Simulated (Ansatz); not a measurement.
## TiSn (model cell, started as NiAs type): from the cell to its phonons

Aim: the phonons of TiSn (model cell, started as NiAs type) at a cell relaxed beforehand at this level.

Program: Ansatz 0.2.0. Level of theory: DFT PBEsol, scalar-relativistic, plane waves, PAW. Results are calculated unless marked as measured.

The structure was built from a prototype and need not be the compound's stable phase.

## 1. The starting structure

It takes space group P6_3/mmc (No. 194, hexagonal). The conventional cell has a = 3.826 Å, b = 3.826 Å, c = 6.767 Å, α = 90.00°, β = 90.00°, γ = 120.00°. Nearest to Ti lie 6 Sn at 2.78 Å. Sn has 6 Ti at 2.78 Å nearest. Farther neighbours are not listed.

## 2. The dispersion

The cell comes from relaxations at this level that are not shown. The mesh has a single point along some directions, so zone-edge points there are not solved. Linear response on a 2×2×1 q mesh gives force constants as far as a supercell of that size would.

File input.yaml:

```yaml
crystal:
  lattice:
    - [3.8261429115, 0.0, 0.0]
    - [-1.9130714558, 3.3135369599, 0.0]
    - [0.0, 0.0, 6.7669923696]
  atoms:
    - { symbol: Ti, position: [0.0, 0.0, 0.0] }
    - { symbol: Ti, position: [0.0, 0.0, 0.5] }
    - { symbol: Sn, position: [0.3333333333, 0.6666666667, 0.25] }
    - { symbol: Sn, position: [0.6666666667, 0.3333333333, 0.75] }
kpoints:
  mp_grid: { grid: [12, 12, 6] }
hamiltonian:
  xc: pbesol
scf:
  occupations: { method: methfessel_paxton, width: 0.15 }
output:
  eigenvalues: true
phonons:
  method: dfpt
  qmesh: [2, 2, 1]
  temperatures: { t_max: 1000, t_step: 50 }
  qpath:
    path:
      - [[0.0, 0.0, 0.0], [0.5, 0.0, 0.0], [0.33333333, 0.33333333, 0.0], [0.0, 0.0, 0.0], [0.0, 0.0, 0.5], [0.5, 0.0, 0.5], [0.33333333, 0.33333333, 0.5], [0.0, 0.0, 0.5]]
      - [[0.5, 0.0, 0.5], [0.5, 0.0, 0.0]]
      - [[0.33333333, 0.33333333, 0.5], [0.33333333, 0.33333333, 0.0]]
    npoints: 10
```

Run with:

```bash
ansatz run input.yaml --threads 4 --pin off --max-ram 7168MiB --backend cpu --events-out ev --progress --plain --runs-dir out
```

Numbers of over 12 decimals in the logs are rounded to 6 here.

Log:

```text
Engine: ansatz 0.2.0, x86_64-unknown-linux-gnu
Pseudopotentials: kind: paw
Pseudopotential: Ti, paw, valence charge 12, recommended cutoff 420 eV (normal), Ti.paw.azcp
Pseudopotential: Sn, paw, valence charge 14, recommended cutoff 420 eV (normal), Sn.paw.azcp
Functional definition: PBEsol
  exchange = pbesol_x
  correlation = pbesol_c
Crystal: 4 atoms, lattice volume = 85.792 Å³
Basis set: ecut = 420 eV, 1643 PW (Γ), exchange–correlation on 54×54×96 points (8 copies of the dense FFT grid, shifted against one another)
Bands: 32, of which v1, the nominal top of the filled ones, is band 26 counted from 1 (25 counted from 0)
Symmetry: 24 space group operations
k-points: 76 of 864
Non-local potential: Ti, projectors of the file, l = 0: 3, l = 1: 2, l = 2: 3, l = 3: 1
Non-local potential: Sn, projectors of the file, l = 0: 2, l = 1: 2, l = 2: 2, l = 3: 2
PAW form: soft (Blöchl's): semilocal exchange-correlation on the pseudo side does not see the compensation charge
PAW frozen core: Ti, regenerated for the run's functional, and the local potential with it (the file was generated under x = pbe(κ = 0.804, μ = 0.219515), c = pbe(β = 0.066725))
PAW frozen core: Sn, regenerated for the run's functional, and the local potential with it (the file was generated under x = pbe(κ = 0.804, μ = 0.219515), c = pbe(β = 0.066725))
PAW one-centre angular grid: Ti, 590 points (default); XC on 64 Gauss nodes
PAW one-centre angular grid: Sn, 590 points (default); XC on 64 Gauss nodes
Initial density: superposition of atomic densities (neutral atoms: chi_scale 0, normalization atom), corrected by the library's trained network
Initial wavefunctions: pseudopotential atomic-orbital guess
Functional: x = pbesol(κ = 0.804, μ = 0.123457), c = pbesol(β = 0.046)
SCF iter   1: F=—  HF=-16847.911211 eV  |F-HF|=—  |Δ(HF+E_count)|=         —  Δρ=9.17e-3  dr2=8.67e-2  ethr=1.77e-3  ⟨swp⟩=5.9  Hψ=10351  notcnv=0
preconditioner: auto → Kerker (q_TF=auto, 2.510 Å⁻¹)  [metal: Δε(μ)=0.012 eV  Ē_g=14.128 eV  σ=0.150 eV  W_gap=0.07  n_scr=22 (ndim 8)  ℏωp=24.1 eV  f_vac=0.000  D(μ)=2.42/eV (n_scr^D=22)]
SCF iter   2: F=—  HF=-16847.895504 eV  |F-HF|=—  |Δ(HF+E_count)|=   1.57e-2  S|Δr|=    0.00e0  Δρ=3.36e-3  dr2=1.24e-2  ethr=1.67e-4  ⟨swp⟩=2.0  Hψ=3505  notcnv=0  defer=3
SCF iter   3: F=—  HF=-16847.892932 eV  |F-HF|=—  |Δ(HF+E_count)|=   2.57e-3  S|Δr|=    0.00e0  Δρ=1.20e-3  dr2=2.12e-3  ethr=2.38e-5  ⟨swp⟩=2.0  Hψ=2839  notcnv=0  defer=3
SCF iter   4: F=—  HF=-16847.892295 eV  |F-HF|=—  |Δ(HF+E_count)|=   6.37e-4  S|Δr|=    0.00e0  Δρ=2.69e-4  dr2=1.07e-4  ethr=4.07e-6  ⟨swp⟩=2.0  Hψ=3039  notcnv=0  defer=3
SCF iter   5: F=—  HF=-16847.892264 eV  |F-HF|=—  |Δ(HF+E_count)|=   3.19e-5  S|Δr|=    0.00e0  Δρ=8.59e-5  dr2=6.39e-6  ethr=2.07e-7  ⟨swp⟩=2.0  Hψ=3042  notcnv=0  defer=3
SCF iter   6: F=—  HF=-16847.892269 eV  |F-HF|=—  |Δ(HF+E_count)|=   5.05e-6  S|Δr|=    0.00e0  Δρ=2.36e-5  dr2=3.45e-7  ethr=1.23e-8  ⟨swp⟩=2.0  Hψ=3812  notcnv=0  defer=3
SCF iter   7: F=—  HF=-16847.892269 eV  |F-HF|=—  |Δ(HF+E_count)|=   4.95e-8  S|Δr|=    0.00e0  Δρ=5.08e-6  dr2=2.37e-8  ethr=6.63e-10  ⟨swp⟩=2.0  Hψ=3595  notcnv=0  defer=3
SCF iter   8: F=—  HF=-16847.892269 eV  |F-HF|=—  |Δ(HF+E_count)|=  4.84e-10  S|Δr|=    0.00e0  Δρ=9.49e-7  dr2=1.27e-9  ethr=4.55e-11  ⟨swp⟩=2.0  Hψ=2847  notcnv=0  defer=3
SCF iter   9: F=—  HF=-16847.892269 eV  |F-HF|=—  |Δ(HF+E_count)|=  2.00e-10  S|Δr|=    0.00e0  Δρ=2.62e-7  dr2=8.91e-11  ethr=2.44e-12  ⟨swp⟩=2.0  Hψ=2919  notcnv=0  defer=3
SCF iter  10: F=-16847.892269 eV  HF=-16847.892269 eV  |F-HF|=1.09e-11  |Δ(HF+E_count)|=  1.46e-11  S|Δr|=    0.00e0  Δρ=7.83e-8  dr2=4.21e-12  ethr=1.00e-12  ⟨swp⟩=6.2  Hψ=10036  notcnv=0
the search or the solves at the SCF's close seem to have found levels that the self-consistency loop had missed (the run counts 1). By its estimate they hold under 1e-12 electrons; where the run keeps them, the occupations were computed again with them
SCF 1 converged in 10 iterations: F = -16847.892269 eV  dr2 = 4.21e-12
  greatest PAW one-centre occupation: 0.999 electrons in one spin orbital (limit 2), on the Ti atom at site 0 (counted from 0), in its partial waves of l = 0
phonons: the bands overlap, so this run is a metal and interpolates without the dipole-dipole term. If the crystal is really an insulator or semiconductor, its LO-TO splitting is missing
NSCF: frozen V_eff on 76 k-points
NSCF: frozen V_eff on 242 k-points
DFPT response loops at q = (0, 0, 0) (fractional): preconditioner auto → Kerker (q_TF=auto, 2.510 Å⁻¹) (partly filled bands, converged f_vac=0.000); β = 1.00, the filter's whole step (`scf.mixing.beta` (0.50) is not read by the response loops under this deck's `scf.mixing.preconditioner`; to damp them name `kerker` or `kerker_dos`, under which they read `scf.mixing.beta`, and type it under 1.00, their step now; both keys bind the ground state too); Broyden in place of MSR1
NSCF: frozen V_eff on 484 k-points
DFPT response loops at q = (0, -0.5, 0) (fractional): mixed as the last ones told, above
SCF converged after 10 iterations
Stability not checked: this state was not tested for a lower state beside it, because cold or Methfessel-Paxton smearing, or corrected tetrahedra, fill the levels in a way that the test cannot read (fill_not_monotonic; see scf.lower_state_search)
Free energy (F): -16847.892269 eV
Harris-Foulkes:  -16847.892269 eV  (|F-HF|=1.09e-11)
Internal energy: -16847.895272 eV  (E = F + TS)
E sigma→0 (E₀):  -16847.893020 eV
Entropy (-TS):   0.003004 eV (0.751 meV/atom)
Fermi energy:    11.917409 eV
Step filling:    the computed levels leave a gap of 0.0000 eV = 0.0 smearing widths at the electron count; against every level under it full and every level over it empty, smearing changes F+E_penalty+E_count by +0.547 meV and its σ→0 estimate by -0.204 meV
--- Per-component energies (eV) ---
  E_band       = -470.567584
  E_kinetic    = 921.799719
  E_local      = -3388.149133  (includes V_loc(G=0)·N_el)
  E_nonlocal   = -39.862062
  E_hartree    = 1764.610808
  E_xc         = -952.548080
  E_vxc        = -438.068951  (∫ρ·V_xc dr)
  E_paw        = -10178.396129  (= ΣΔE_a)
  E_vpaw       = -1055.508935  (= ΣTr[D̂ρ^β])
  E_aug_tail   = 0.000221  (compensation charges beyond the density's cutoff)
  E_ewald      = -4976.199064
  E_core_change = 0.848448  (= ΣΔE_core)
  E_smearing   = 0.003004  (= −TS)
  E_closure    = -0.000000  (closes the sum)
  Σ components = -16847.892269   (vs F -16847.892269, Δ=0.00e0)
--- Band table (eV; the first three rows and the last of 76) ---
  k-point 0: bands = [... 22 lower, 10.8324, 11.1985, 12.2985, 12.2985, 12.3169, 12.3169, 13.1947, 13.1947, ... 2 higher]
  k-point 1: bands = [... 22 lower, 10.9078, 11.0996, 12.1721, 12.1721, 12.3569, 12.3569, 13.0807, 13.0807, ... 2 higher]
  k-point 2: bands = [... 22 lower, 11.1260, 11.1260, 11.8470, 11.8470, 12.4717, 12.4717, 12.8603, 12.8603, ... 2 higher]
  k-point 75: bands = [... 22 lower, 9.3875, 9.3875, 10.6289, 10.6289, 12.3186, 12.3186, 13.1824, 13.1824, ... 2 higher]
--- Phonons (Γ-DFPT): 4 representative perturbations + reference (Σ response iterations 12) ---
  ASR residual: 4.090e-5 → 0.000e0 eV/Å²; symmetrization residual: 1.115e-5 eV/Å²
  ASR residual per site (eV/Å²): 4.07e-5 4.07e-5 4.09e-5 4.09e-5
  Γ frequencies (cm⁻¹): 0.00 0.00 0.00 118.82 118.82 158.30 206.12 206.12 211.93 211.93 225.75 271.98
--- Phonons (arbitrary-q DFPT): 2 irreducible q on the 2×2×1 mesh ---
  q = [0.0000, 0.0000, 0.0000] (star 1, of the zone-centre solve; hermiticity 2.21e-6, symmetrization 8.15e-11): -0.00 0.00 0.00 118.82 118.82 158.30 206.12 206.12 211.93 211.93 225.75 271.98
  q = [0.0000, -0.5000, 0.0000] (star 3, 6 solved perturbations in 1242 linear systems a pass and spin channel, the states on 242 of 864 k-point pairs; hermiticity 1.80e-6, symmetrization 1.36e-10): 49.70 65.58 71.31 127.46 140.50 145.43 183.11 215.24 215.41 227.14 240.91 268.43
  sum rule: each row above includes the acoustic sum rule's correction from the zone centre's row sums; it moved no ω² by more than (0.48 cm⁻¹)²
  mesh force constants: q→R imaginary residual 2.01e-17; ASR residual 4.090e-5 → 0.000e0 eV/Å²; symmetrization residual 8.882e-15 eV/Å²
  interpolated dispersion: 93 rows × 12 modes
  density of states and harmonic sums: on the 20×20×9 q-mesh, interpolated from the force constants of a 2×2×1 supercell (no non-analytic term)
  largest difference from the sums on the solved wave vectors: F 1.54e-1 eV, S 2.19e-4 and C_V 6.46e-5 eV/K
  zero-point energy: 0.119910 eV/cell   skipped modes (ω ≤ 0): 3   left out of the sums: 6.94e-5 of the cell's modes: C_V's classical limit lies that fraction below 3 k_B per atom; for a crystal, a wire or a layer, F and S can be off by more, and a phonons.interpolated_qmesh denser along its periods is the remedy for the sampling
```

Elapsed: 5.9 min, on 4 threads of AMD EPYC 7R43, shared host; peak memory 2 GiB; 15 min of CPU time.

In the SCF lines HF is the Harris–Foulkes energy and dr2 the Hartree energy of the density residual, in eV; the loop may stop once dr2 is under the threshold and the program's other checks hold. Hψ counts applications of the Hamiltonian.

This step gave:

* volume per atom: 21.45 Å³
* gap on the k-mesh: 0 eV
* sum-rule residual before enforcement: 4.09e-5 eV/Å²
* point group: 6/mmm
* highest optical mode at the zone centre (no LO-TO term): 272.0 cm⁻¹
* lowest optical zone-centre mode: 118.8 cm⁻¹
* lowest mode on the q mesh (acoustic modes at Γ apart): 49.7 cm⁻¹
* highest frequency at a solved wavevector (no LO-TO term at Γ): 272.0 cm⁻¹

Frequencies (cm⁻¹) solved at each irreducible wavevector; negative means imaginary. Frequencies by wavevector, by row:

| q in reciprocal lattice units | star | mode 1 | mode 2 | mode 3 | mode 4 | mode 10 | mode 11 | mode 12 |
| --- | --- | --- | --- | --- | --- | --- | --- | --- |
| 0 0 0 | 1 | 0 | 0 | 0 | 118.8 | 211.9 | 225.8 | 272 |
| 0 -0.5 0 | 3 | 49.7 | 65.6 | 71.3 | 127.5 | 227.1 | 240.9 | 268.4 |

Symmetry leaves 2 wavevectors to solve. The lowest mode among them, the acoustic zeros apart, lies at q = (0, -0.5, 0) and is real, 49.7 cm⁻¹.

## 3. Isotope substitution, element Sn, natural mass 118.71 amu

An isotope changes the mass and not the force constants, so no new electronic calculation is needed; the shifts show which modes move this element.

The same force constants with the mass of Sn changed from 118.710 to 123.905 u (phonopy, no LO-TO term). Both lists are sorted by frequency; levels can cross, so a row need not hold one and the same mode. Modes under 3 cm⁻¹ are left out. Isotope shifts, by row:

| q | rank | natural mass (cm⁻¹) | changed mass (cm⁻¹) |
| --- | --- | --- | --- |
| 0 0 0 | 4 | 118.8 | 116.3 |
| 0 0 0 | 5 | 118.8 | 116.3 |
| 0 0 0 | 6 | 158.3 | 154.9 |
| 0 0 0 | 7 | 206.1 | 206.1 |
| 0 0 0 | 8 | 206.1 | 206.1 |
| 0 0 0 | 9 | 211.9 | 210.7 |
| 0 0 0 | 10 | 211.9 | 210.7 |
| 0 0 0 | 11 | 225.8 | 225.8 |
| 0 0 0 | 12 | 272 | 270.3 |
| 0 -0.5 0 | 1 | 49.7 | 48.94 |
| 0 -0.5 0 | 2 | 65.58 | 64.52 |
| 0 -0.5 0 | 3 | 71.31 | 70.22 |
| 0 -0.5 0 | 4 | 127.5 | 124.8 |
| 0 -0.5 0 | 5 | 140.5 | 137.5 |
| 0 -0.5 0 | 6 | 145.4 | 142.3 |
| 0 -0.5 0 | 7 | 183.1 | 183.1 |
| 0 -0.5 0 | 8 | 215.2 | 215.1 |
| 0 -0.5 0 | 9 | 215.4 | 215.4 |
| 0 -0.5 0 | 10 | 227.1 | 226 |
| 0 -0.5 0 | 11 | 240.9 | 239.5 |
| 0 -0.5 0 | 12 | 268.4 | 267 |

A mode of this element alone would shift by -2.12 %. The highest zone-centre frequency without the field goes from 272.0 to 270.3 cm⁻¹ (-0.6 %). The product of the frequency ratios over all optical modes at Γ is 0.921; the product rule, (m/m′)^(3k/2) (M′/M)^(3/2) with k = 2 such atoms and M the mass of the cell, gives 0.921.

## 4. Isotope substitution, element Ti, natural mass 47.867 amu

The same for Ti, from 47.87 to 49.94 u.

The same force constants with the mass of Ti changed from 47.867 to 49.945 u (phonopy, no LO-TO term). Both lists are sorted by frequency; levels can cross, so a row need not hold one and the same mode. Modes under 3 cm⁻¹ are left out. Isotope shifts, by row:

| q | rank | natural mass (cm⁻¹) | changed mass (cm⁻¹) |
| --- | --- | --- | --- |
| 0 0 0 | 4 | 118.8 | 118.8 |
| 0 0 0 | 5 | 118.8 | 118.8 |
| 0 0 0 | 6 | 158.3 | 158.3 |
| 0 0 0 | 7 | 206.1 | 201.8 |
| 0 0 0 | 8 | 206.1 | 201.8 |
| 0 0 0 | 9 | 211.9 | 208.8 |
| 0 0 0 | 10 | 211.9 | 208.8 |
| 0 0 0 | 11 | 225.8 | 221 |
| 0 0 0 | 12 | 272 | 267.9 |
| 0 -0.5 0 | 1 | 49.7 | 49.4 |
| 0 -0.5 0 | 2 | 65.58 | 65.23 |
| 0 -0.5 0 | 3 | 71.31 | 70.87 |
| 0 -0.5 0 | 4 | 127.5 | 127.5 |
| 0 -0.5 0 | 5 | 140.5 | 140.5 |
| 0 -0.5 0 | 6 | 145.4 | 145.4 |
| 0 -0.5 0 | 7 | 183.1 | 179.3 |
| 0 -0.5 0 | 8 | 215.2 | 210.8 |
| 0 -0.5 0 | 9 | 215.4 | 210.9 |
| 0 -0.5 0 | 10 | 227.1 | 223.5 |
| 0 -0.5 0 | 11 | 240.9 | 237.3 |
| 0 -0.5 0 | 12 | 268.4 | 264.3 |

A mode of this element alone would shift by -2.10 %. The highest zone-centre frequency without the field goes from 272.0 to 267.9 cm⁻¹ (-1.5 %). The product of the frequency ratios over all optical modes at Γ is 0.897; the product rule, (m/m′)^(3k/2) (M′/M)^(3/2) with k = 2 such atoms and M the mass of the cell, gives 0.897.

## 5. Summary of results

```
space group (within 0.01 Å)                             : P6_3/mmc
volume per atom                                         : 21.4 Å³
electronic character                                    : no gap on this mesh
highest optical mode at the zone centre (no LO-TO term) : 272 cm⁻¹
lowest optical zone-centre mode                         : 119 cm⁻¹
lowest mode on the q mesh (acoustic modes at Γ apart)   : 49.7 cm⁻¹
imaginary modes on the 2×2×1 q mesh                     : none
```

What this shows: The structure is a minimum as far as tested: no mode is imaginary at the 2 irreducible wavevectors of the 2×2×1 mesh, and the softest away from the acoustic zeros lies at 50 cm⁻¹. The optical modes at Γ span 119 to 272 cm⁻¹. The q mesh is too sparse to interpolate, so only the solved wavevectors are given. With no gap, or one that is small against the smearing, the frequencies hang on the k mesh and the smearing, most of all near Kohn anomalies. Spin-orbit coupling is left out, which can matter for the heavy elements here. The starting cell was built on a prototype and not taken from a measurement, so the phase need not exist. These are harmonic frequencies at zero temperature: anharmonic shifts, linewidths and thermal expansion are left out.

[Logs are printed without paths, hosts, clocks, repeated set-up lines and the standing remarks that a program may print on its own settings, such as how far it seeks lower states.]

[Hosts, paths, dates, database ids (printed as entryN), source tags and the programs' standing remarks are cut or masked in the printed files.]
